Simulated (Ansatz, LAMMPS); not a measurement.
# Amorphous 61SiO2-39Al2O3 (mol %) (106 atoms), relaxed: mesh and functional compared

Which bonds does the relaxation leave, and how do the Kohn-Sham gap, forces and pressure change with k-mesh and functional?

Calculated with Ansatz 0.2.0: Kohn-Sham DFT, PBE, PAW (set soft_2), plane waves; cutoff 420 eV, Γ point, fermi-dirac smearing of 0.025 eV.

**The cell**

Density at the start: 2.58 g/cm³. The cell holds 106 atoms: 17 Si, 22 Al and 67 O. Its edges and angles: a = 11.138 Å, b = 11.138 Å, c = 11.138 Å, α = 90.0°, β = 90.0°, γ = 90.0°. 106 atoms (17 Si, 22 Al, 67 O) placed at random at 2.58 g/cm³, melted at 5000 K for 10 ps at fixed volume with the Morse and Coulomb pair potential with partial charges (Pedone, Malavasi, Menziani, Cormack and Segre, J. Phys. Chem. B 110, 11780 (2006)). Quenched from 5000 K to 300 K at 50 K/ps and fixed volume, held 5 ps, then minimised at fixed cell.

Cell and atoms were relaxed with PBE. The walk converged after 9 steps by the program's count, with a largest force component of 0.0292 eV/Å; it began at an r.m.s. force component of 0.57 eV/Å. The edges went from 11.138, 11.138, 11.138 to 10.737, 11.290, 11.133 Å, and the volume from 13.034 to 12.712 Å³ an atom (-2.5 %).

The input of the reference single point:

```yaml
crystal:
  lattice:
    - [10.73458, 0.18074, 0.1436]
    - [0.18074, 11.28646, -0.19491]
    - [0.1436, -0.19491, 11.13017]
  atoms:
    - { symbol: Si, position: [0.27341, 0.45107, 0.50947] }
    - { symbol: Si, position: [0.93917, 0.67494, 0.20753] }
    - { symbol: Si, position: [0.4214, 0.7437, 0.38135] }
    - { symbol: Si, position: [0.5687, 0.19168, 0.58794] }
    [... 100 atom lines left out ...]
    - { symbol: O, position: [0.27653, 0.44021, 0.65484] }
    - { symbol: O, position: [0.66865, 0.48494, 0.46118] }
kpoints:
  mp_grid: { grid: [1, 1, 1] }
hamiltonian:
  xc: pbe
scf:
  occupations: { method: fermi_dirac, width: 0.025 }
output:
  forces: true
  stress: true
  populations: true
  dos:
    method: { smearing: { sigma: 0.08 } }
    de: 0.05
    projected: { site_lists: { Al: [Al], O: [O], Si: [Si] } }
  eigenvalues: true
  write_density: true
  write_potential: true
  volumetric_format: npy
```

**Bonds after relaxation**

Bonds by pair of elements; cutoffs follow the first minimum of g(r), held within bounds set by covalent radii, and pairs that aren't listed don't count as bonded:

| pair A-B | cutoff (Å) | bonds | mean length (Å) | spread (Å) | shortest (Å) | B about A | A about B |
| --- | --- | --- | --- | --- | --- | --- | --- |
| O-Al | 2.43 | 94 | 1.82 | 0.096 | 1.68 | 1.40 | 4.27 |
| O-Si | 2.12 | 68 | 1.64 | 0.045 | 1.56 | 1.01 | 4 |

How many atoms have how many bonded neighbours:

| element | mean | 2 | 3 | 4 | 5 |
| --- | --- | --- | --- | --- | --- |
| Al | 4.27 | 0 | 0 | 16 | 6 |
| O | 2.42 | 39 | 28 | 0 | 0 |
| Si | 4 | 0 | 0 | 17 | 0 |

**Levels of theory**

Single points at the relaxed geometry:

| functional | k-mesh | Kohn-Sham gap (eV) | pressure (GPa) | r.m.s. force component (eV/Å) | SCF cycles | time |
| --- | --- | --- | --- | --- | --- | --- |
| PBE | 1×1×1 | 3.788 | 0.00 | 0.006 | 9 | 24 s |
| PBE | 2×2×2 | 3.791 | 0.01 | 0.006 | 9 | 3.1 min |
| HSE06 | 1×1×1 | 5.523 | -5.17 | 0.158 | 15 | 4.7 min |
| r2SCAN | 1×1×1 | 4.426 | -5.02 | 0.127 | 9 | 55 s |
| PBEsol | 1×1×1 | 3.701 | -2.97 | 0.045 | 10 | 23 s |

The gap is that between the highest filled and lowest empty Kohn-Sham level on the run's k-points. Cutoffs: 420 eV for PBE, HSE06 and PBEsol; 500 eV for r2SCAN. Times come from shared hosts and are rough.

**Findings**

By these cutoffs 73 % of Al atoms have 4, 58 % of O atoms have 2 and 100 % of Si atoms have 4 neighbours. The Kohn-Sham gap is 3.79 eV with PBE on the 1×1×1 mesh and 3.79 eV on 2×2×2. On the 1×1×1 mesh HSE06 changes the gap by +1.74 eV against PBE. Carrying that shift over to the 2×2×2 mesh gives 3.79 + 1.74 = 5.53 eV, an estimate that takes the shift to be alike at all k-points. On the reference's mesh the gap changes with r2SCAN by +0.64 eV and PBEsol by -0.09 eV. Against the reference the pressure changes with HSE06 by -5.2 GPa, r2SCAN by -5.0 GPa and PBEsol by -3.0 GPa; a negative change means a smaller volume than PBE would take. The denser mesh moves the energy by -1.0 meV/atom and the pressure by +0.01 GPa.

Limits: All single points share the geometry relaxed with PBE. The volume changed by -2.5 % on relaxing; in so small a cell, on this mesh and at this cutoff, the relaxed density is rough. One sample; tail or defect levels can set the gap of a disordered cell. The quench rate of 50 K/ps is many orders above laboratory rates, so the cell is likely richer in defects and strain than a real sample. The network of bonds at the start is that of the classical potential that made the cell, and needn't be the one that DFT or experiment would give. In some runs the program notes that it cut back its work space to fit the memory limit, the exchange threshold is loose for the stress and the SCF threshold is loose for the stress.

[Logs are printed without paths, hosts, clocks, repeated set-up lines and the standing remarks that a program may print on its own settings, such as how far it seeks lower states.]

[Hosts, paths, dates, database ids (printed as entryN), source tags and the programs' standing remarks are cut or masked in the printed files.]
